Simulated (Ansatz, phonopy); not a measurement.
**Quasi-harmonic thermodynamics of CdS (Hawleyite, F-43m)**

Aim: the lattice, expansion, heat capacity and bulk modulus of CdS (Hawleyite) as it warms.

Method: DFT RPBE, scalar-relativistic, plane waves, PAW, in Ansatz 0.2.0.

Report form: the programs' logs are mostly left out.

### 1. The starting structure

The structure is cubic, space group F-43m (No. 216). The conventional cell has a = 5.833 Å, b = 5.833 Å, c = 5.833 Å, α = 90.00°, β = 90.00°, γ = 90.00°. Cd has 4 S at 2.53 Å nearest. Nearest to S lie 4 Cd at 2.53 Å. Farther neighbours and most contacts between anions are not listed.

### 2. A first coarse run

A cheap single point shows whether the cell is a metal or an insulator and how far it is from rest; that sets the k-mesh and the occupations of what follows.

The input, input.yaml:

```yaml
crystal:
  lattice:
    - [0.0, 2.9165, 2.9165]
    - [2.9165, 0.0, 2.9165]
    - [2.9165, 2.9165, 0.0]
  atoms:
    - { symbol: Cd, position: [0.0, 0.0, 0.0] }
    - { symbol: S, position: [0.25, 0.25, 0.25] }
kpoints:
  mp_grid: { grid: [6, 6, 6] }
hamiltonian:
  xc: rpbe
scf:
  occupations: { method: gaussian, width: 0.1 }
output:
  forces: true
  stress: true
  eigenvalues: true
```

The run is started by

```
$ ansatz run input.yaml --threads 2 --pin off --max-ram 5120MiB --backend cpu --events-out ev --progress --plain --runs-dir out
```

Run time: 1.3 s. Hardware: 2 threads of Arm Neoverse V1, shared host; peak memory 0.29 GiB; 2 s of CPU time.

Numbers from this step:

```yaml
pressure: 5.095 GPa
gap_on_the_k_mesh: 1.330 eV
volume_per_atom: 24.81 Å³
```

The start is under 5.1 GPa at this level and looks like an insulator or semiconductor on this mesh.

### 3. Finding the static equilibrium

Phonons are second derivatives about a minimum, so cell and atoms are relaxed first, inside the symmetry of the start.

input.yaml, the sections that differ from step 2:

```yaml
kpoints:
  mp_grid: { grid: [8, 8, 8] }
scf:
  occupations: { method: gaussian, width: 0.02 }
output:
  forces: true
  stress: true
  eigenvalues: true
  write_density: true
  write_potential: true
  elf: true
  volumetric_format: npy
relax:
  adjacent_minimum: "off"
  f_tol: 0.005
  max_steps: 80
  cell: { stress_tol: 0.05 }
# crystal, hamiltonian: as in step 2
```

The job ended after 6.7 s (2 threads; peak memory 0.34 GiB).

Step by step:

```csv
step,energy less that of the first step (eV),largest force component (eV/Å),pressure (GPa),volume (Å³)
1,0.0000,0.0000,5.09,49.62
2,-0.0657,0.0000,0.39,53.77
3,-0.0661,0.0000,0.06,54.15
4,-0.0661,0.0000,0.00,54.21
5*,-0.0671,0.0000,-0.01,54.21
```

Relaxation steps marked * repeat the geometry before them on a plane-wave basis chosen anew for their cell, so energy and pressure can jump there.

Forces are held to the 24 operations that the run works with; a distortion that breaks them can't arise in this run.

```csv
"conventional cell, symmetrised",before,after,change
a (Å),5.833,6.008,+3.0 %
b (Å),5.833,6.008,+3.0 %
c (Å),5.833,6.008,+3.0 %
volume (Å³/atom),24.81,27.11,+9.3 %
```

The relaxed structure:

```xyz
2
Lattice="0.0000 3.0039 3.0039 3.0039 0.0000 3.0039 3.0039 3.0039 0.0000" Properties=species:S:1:pos:R:3 pbc="T T T"
Cd    0.0000    0.0000    0.0000
S     1.5020    1.5020    1.5020
```

Numbers from this step:

```yaml
pressure: -0.009591 GPa
gap_on_the_k_mesh: 1.135 eV
volume_per_atom: 27.11 Å³
```

Electrostatic potential energy in the ac plane of a cell with a along [110], b along [-110] and c along [001] of the cube at fractional y = 0.500, with atoms of Cd and S within 0.2 Å of it. With pseudopotentials it is smooth inside the atoms' cores, unlike the true potential.

Values in eV, 9 rows by 16 columns, each cell a mean:
```
 10  11  11  11  11  11  11  10  10  11  11  11  11  11  11  10
 10  10  11  10  10  11  11  10  10  10  11  10  10  11  11  10
 10  10   8   5   4   7   9  10  10  10   8   5   4   7   9  10
 10   8  -2 -15 -17  -7   6  10  10   8  -2 -15 -17  -7   6  10
  9   7  -8 -22 -25 -14   4   9   9   7  -8 -22 -25 -14   4   9
-13   1   1 -10 -12  -3   4  -9 -13   1   1 -10 -12  -3   4  -9
-24 -16   7   8   7   8  -6 -27 -24 -16   7   8   7   8  -6 -27
-21  -4   9  11  11  10   3 -18 -21  -4   9  11  11  10   3 -18
  8  10  11  11  11  11  10   8   8  10  11  11  11  11  10   8
```
Columns run along a (8.5 Å; values clipped at the 3rd and 97th percentile), rows up along c (6.0 Å), edges of the conventional cell, whose origin can differ from the input's. Atoms in or near the plane, at fractional coordinates: Cd at (0.75, 0.50), Cd at (0.25, 0.50), S at (0.50, 0.25), S at (0.00, 0.25).

Valence density in the ac plane of a cell with a along [110], b along [-110] and c along [001] of the cube at fractional y = 0.500, with atoms of Cd and S within 0.2 Å of it. It is the smooth field of the valence electrons, not physical close to the nuclei.

Ten steps, logarithmic in the rise over the least value, from '0' (0 e/Å³) to '9' (22 e/Å³), each cell a mean:
```
000000000000000000000000
000000000000000000000000
000000000000000000000000
000000000000000000000000
000001110000000001110000
000124431000000124431000
000257863100000257863100
001379985100001379985100
111369974211111369974211
322246652223322246652223
333212221233333212221233
133210011232133210011232
233100001233233100001233
332100000123332100000123
221000000012221000000012
100000000001100000000001
```
Columns run along a (8.5 Å), rows up along c (6.0 Å), edges of the conventional cell, whose origin can differ from the input's. Atoms in or near the plane, at fractional coordinates: Cd at (0.75, 0.50), Cd at (0.25, 0.50), S at (0.50, 0.25), S at (0.00, 0.25).

ELF in the ac plane of a cell with a along [110], b along [-110] and c along [001] of the cube at fractional y = 0.500, with atoms of Cd and S within 0.2 Å of it. It is the smooth field of the valence electrons, not physical close to the nuclei.

Ten even steps from '0' (0.01) to '9' (0.86), each cell a mean:
```
210000000012210000000012
000000000000000000000000
000000000000000000000000
000000000000000000000000
000111111000000111111000
001123332100001123332100
011246653110011246653110
321258974123321258974123
863257863257863257863257
996234542489996234542489
699522223898699522223898
169831125993169831125993
379841026984379841026984
898630015899898630015899
987410002589987410002589
653100000246653100000246
```
Columns run along a (8.5 Å), rows up along c (6.0 Å), edges of the conventional cell, whose origin can differ from the input's. Atoms in or near the plane, at fractional coordinates: Cd at (0.75, 0.50), Cd at (0.25, 0.50), S at (0.50, 0.25), S at (0.00, 0.25).

The relaxation ends with a pressure of -0.01 GPa.

### 4. A second relaxation

The relaxation is run once more from where the first one ended, as the script does after a large change of volume or of the gap, with mesh and occupations reviewed.

input.yaml, the sections that differ from step 3:

```yaml
crystal:
  lattice:
    - [0.0, 3.0039141939, 3.0039141939]
    - [3.0039141939, 0.0, 3.0039141939]
    - [3.0039141939, 3.0039141939, 0.0]
  atoms:
    - { symbol: Cd, position: [0.0, 0.0, 0.0] }
    - { symbol: S, position: [0.25, 0.25, 0.25] }
output:
  forces: true
  stress: true
  eigenvalues: true
# kpoints, hamiltonian, scf, relax: as in step 3
```

Wall time 3.4 s (2 threads); peak memory 0.33 GiB.

Little changed from the start: no atom moved by 0.005 Å and no cell edge by 0.1 %.

This step gave:

```
pressure : -0.009586 GPa
```

### 5. Relaxing to small residual forces and stress

The thresholds are tightened for a last relaxation ahead of the phonons, and where mesh or smearing change with them the cell follows.

input.yaml, the sections that differ from step 4:

```yaml
scf:
  occupations: { method: fixed }
relax:
  adjacent_minimum: "off"
  f_tol: 0.001
  max_steps: 60
  cell: { stress_tol: 0.01 }
# crystal, kpoints, hamiltonian, output: as in step 4
```

Wall time 2.9 s (2 threads); peak memory 0.33 GiB.

Little changed from the start: no atom moved by 0.005 Å and no cell edge by 0.1 %.

Numbers from this step:

```yaml
pressure: -0.009590 GPa
```

The residual pressure is -0.0096 GPa, small enough for phonons.

### 6. An input with a fault

This input was changed on purpose, to see how the program answers.

input.yaml, the sections that differ from step 5:

```yaml
scf:
  occupations: { method: fixed }
  max_iter: 100
output:
  eigenvalues: true
phonons:
  method: dfpt
  qmesh: [4, 4, 4]
  thermal_expansion: { pressure: "5 eV" }
# crystal, kpoints, hamiltonian: as in step 5
# relax: removed
```

It took 0.54 s on 2 threads; peak memory 0.05 GiB.

The input was rejected at the start.

The program's message: “Error: YAML parse error: error: line 21 column 34: expected [pressure], got [energy] (`eV`)
  --> <input>:21:34
   |
19 |   method: dfpt
20 |   qmesh: [4, 4, 4]
21 |   thermal_expansion: { pressure: " …”

The fault put into the input: a pressure in the wrong unit.

### 7. Phonons on strained cells, q-mesh 2×2×2

The study relaxes the crystal at several strains, solves the phonons on some of them and minimises the free energy at each temperature (static energy, vibrations, the electrons in a metal, and PV under a set pressure); the q-mesh sets how far the force constants reach.

input.yaml, the sections that differ from step 6:

```yaml
scf:
  occupations: { method: fixed }
phonons:
  method: dfpt
  qmesh: [2, 2, 2]
  temperatures: { t_max: 800.0, t_step: 50 }
  thermal_expansion: {}
# crystal, kpoints, hamiltonian, output: as in step 6
```

It took 6.2 min on 2 threads; peak memory 0.77 GiB; 12 min of CPU time.

Numbers from this step:

| Property | Result |
| --- | --- |
| pressure | -0.01159 GPa |
| volume expansion coefficient at 298 K | 25.08 1e-6/K |
| C_P at 298 K | 23.66 J/mol-atom/K |
| entropy at 298 K | 37.88 J/mol-atom/K |
| isothermal bulk modulus at 298 K | 43.38 GPa |
| Grüneisen parameter at 298 K | 0.7615 |
| volume at 298 K | 27.34 Å³/atom |
| principal linear expansion coefficients at 298 K | 8.359, 8.359, 8.359 1e-6/K |

Strained cells of the study; zero-point energy where phonons were solved; the pressures are stresses at a fixed cutoff and can carry an offset from the finite basis. Expansion cells, by row:

```csv
cell,|a| (Å),|b| (Å),|c| (Å),V (Å³/atom),E - E_lowest (meV/atom),"pressure, compression positive (GPa)",gap (eV),zero-point energy (meV/atom)
1,4.248,4.248,4.248,27.11,0,-0.029,1.135,-
2,4.282,4.282,4.282,27.76,2.272,-1.091,1.08,-
3,4.214,4.214,4.214,26.47,2.271,1.156,1.189,-
4,4.248,4.248,4.248,27.11,0,-0.029,1.135,29.18
5,4.269,4.269,4.269,27.51,0.905,-0.707,1.101,28.6
6,4.262,4.262,4.262,27.38,0.414,-0.489,1.112,28.79
7,4.277,4.277,4.277,27.66,1.615,-0.929,1.089,28.41
8,4.291,4.291,4.291,27.93,3.573,-1.348,1.066,28.02
9,4.206,4.206,4.206,26.31,3.593,1.476,1.203,-
10,4.227,4.227,4.227,26.7,0.874,0.698,1.169,-
11,4.313,4.313,4.313,28.36,7.889,-1.94,1.031,-
```

Quasi-harmonic; a, b, c are the run's own cell vectors. Expansion, by row:

```csv
T (K),a (Å),b (Å),c (Å),alpha (deg),beta (deg),gamma (deg),cell volume (Å³/cell),alpha_a (1e-6/K),alpha_b (1e-6/K),alpha_c (1e-6/K),alpha_V (1e-6/K),C_P (J/mol-atom/K),C_V (J/mol-atom/K),S (J/mol-atom/K),B_T (GPa),B_S (GPa),Grueneisen,extrapolation,fit error (1e-6/K)
0,4.255,4.255,4.255,60,60,60,54.46,0,0,0,0,0,0,0,46.19,46.19,-,0,0
50,4.255,4.255,4.255,60,60,60,54.46,-0.82,-0.82,-0.82,-2.46,9.213,9.213,6.43,46.05,46.05,-0.202,0,0
100,4.255,4.255,4.255,60,60,60,54.46,3,3,3,9.01,16.36,16.35,15.2,45.63,45.65,0.412,0,0
150,4.256,4.256,4.256,60,60,60,54.5,5.57,5.57,5.57,16.7,20.16,20.13,22.64,45.1,45.17,0.614,0,0.01
200,4.257,4.257,4.257,60,60,60,54.55,6.96,6.96,6.96,20.88,22.04,21.98,28.73,44.53,44.66,0.695,0,0.01
250,4.259,4.259,4.259,60,60,60,54.61,7.8,7.8,7.8,23.4,23.06,22.96,33.77,43.95,44.14,0.736,0,0.01
298.1,4.26,4.26,4.26,60,60,60,54.68,8.36,8.36,8.36,25.08,23.66,23.52,37.88,43.38,43.63,0.761,0,0.02
300,4.26,4.26,4.26,60,60,60,54.68,8.38,8.38,8.38,25.13,23.67,23.54,38.03,43.36,43.61,0.762,0,0.02
350,4.262,4.262,4.262,60,60,60,54.75,8.82,8.82,8.82,26.46,24.07,23.9,41.71,42.77,43.08,0.781,0,0.02
400,4.264,4.264,4.264,60,60,60,54.82,9.19,9.19,9.19,27.56,24.35,24.14,44.95,42.18,42.55,0.795,0,0.02
450,4.266,4.266,4.266,60,60,60,54.9,9.51,9.51,9.51,28.54,24.56,24.3,47.83,41.59,42.02,0.807,0,0.02
500,4.268,4.268,4.268,60,60,60,54.98,9.81,9.81,9.81,29.44,24.72,24.43,50.42,41,41.5,0.818,0,0.02
550,4.27,4.27,4.27,60,60,60,55.06,10.1,10.1,10.1,30.31,24.85,24.52,52.78,40.41,40.97,0.828,0,0.01
600,4.272,4.272,4.272,60,60,60,55.15,10.38,10.38,10.38,31.15,24.97,24.58,54.95,39.83,40.45,0.838,0,0.01
650,4.275,4.275,4.275,60,60,60,55.23,10.66,10.66,10.66,31.98,25.07,24.64,56.95,39.24,39.93,0.847,0,0.02
700,4.277,4.277,4.277,60,60,60,55.32,10.94,10.94,10.94,32.82,25.17,24.68,58.82,38.65,39.41,0.856,0,0.03
750,4.279,4.279,4.279,60,60,60,55.42,11.22,11.22,11.22,33.67,25.25,24.71,60.56,38.07,38.9,0.865,0,0.05
800,4.282,4.282,4.282,60,60,60,55.51,11.51,11.51,11.51,34.52,25.34,24.74,62.19,37.49,38.39,0.874,0,0.07
```

Table of expansion coefficient by temperature; values in 1e-6/K:

```csv
temperature (K),volume,principal 1
0,0,0
50,-2.46,-0.82
100,9.01,3
150,16.7,5.57
200,20.9,6.96
250,23.4,7.8
298,25.1,8.36
300,25.1,8.38
350,26.5,8.82
400,27.6,9.19
450,28.5,9.51
500,29.4,9.81
550,30.3,10.1
600,31.1,10.4
650,32.0,10.7
700,32.8,10.9
750,33.7,11.2
800,34.5,11.5
```

At 298 K the volume expansion is 25.1 × 10⁻⁶/K and B_T is 43.4 GPa. The log warns that this q-mesh is too narrow, so the figure can be far off. The program raised the cutoff to 487.2 eV by itself: with no cutoff typed, the study takes about 1.16 times the default for its relaxations and scales it with the volume for the phonons.

### 8. Quasi-harmonic fit by phonopy

This step: DFT RPBE, scalar-relativistic, plane waves, PAW (phonopy 4.10.0).

Numbers from this step:

```
volume expansion coefficient at 300 K : 24.79 1e-6/K
isothermal bulk modulus at 300 K      : 43.84 GPa
C_P at 300 K                          : 23.75 J/mol-atom/K
Grüneisen parameter at 300 K          : 0.76
```

The energy (each curve on its own zero) by volume; values in meV/atom:

```csv
volume (Å³/atom),static,F at 0 K,F at 300 K,F at 800 K
27.106,0,0.58,1.06,2.58
27.379,0.41,0.61,0.79,1.33
27.514,0.91,0.91,0.93,0.97
27.655,1.61,1.42,1.27,0.77
27.935,3.57,2.99,2.47,0.86
```

Phonopy-qha, vinet fit of F(V) at each temperature. Qha vinet, by row:

```csv
T (K),fitted volume (Å³/atom),alpha_V (1e-6/K),B_T (GPa),C_P (J/mol-atom/K),Grueneisen
100,27.23,8.14,46.32,16.28,0.378
150,27.25,15.9,45.75,20.23,0.5931
200,27.28,20.34,45.13,22.15,0.6861
250,27.31,22.99,44.49,23.16,0.7325
300,27.34,24.79,43.84,23.75,0.7603
350,27.37,26.17,43.19,24.13,0.7795
400,27.41,27.32,42.52,24.4,0.7944
450,27.45,28.34,41.86,24.6,0.8068
500,27.49,29.29,41.19,24.75,0.8178
550,27.53,30.21,40.53,24.88,0.828
600,27.57,31.12,39.86,25,0.8376
650,27.62,32.02,39.19,25.09,0.8469
```

The volume expansion coefficient by temperature; values in 1e-6/K:

```csv
temperature (K),"phonopy-qha, Vinet",Ansatz's own study
100,8.14,9.01
150,15.9,16.7
200,20.3,20.9
250,23.0,23.4
300,24.8,25.1
350,26.2,26.5
400,27.3,27.6
450,28.3,28.5
500,29.3,29.4
550,30.2,30.3
600,31.1,31.1
650,32.0,32.0
```

The fit gives a volume expansion of 24.8 × 10⁻⁶/K at 300 K, against 25.1 at 298 K from the study itself, whose static fit uses more cells.

[end of part 1 of 2]

[Logs are printed without paths, hosts, clocks, repeated set-up lines and the standing remarks that a program may print on its own settings, such as how far it seeks lower states.]

[Hosts, paths, dates, database ids (printed as entryN), source tags and the programs' standing remarks are cut or masked in the printed files.]

[A step with changed settings may run another functional than the one named; its input shows which.]
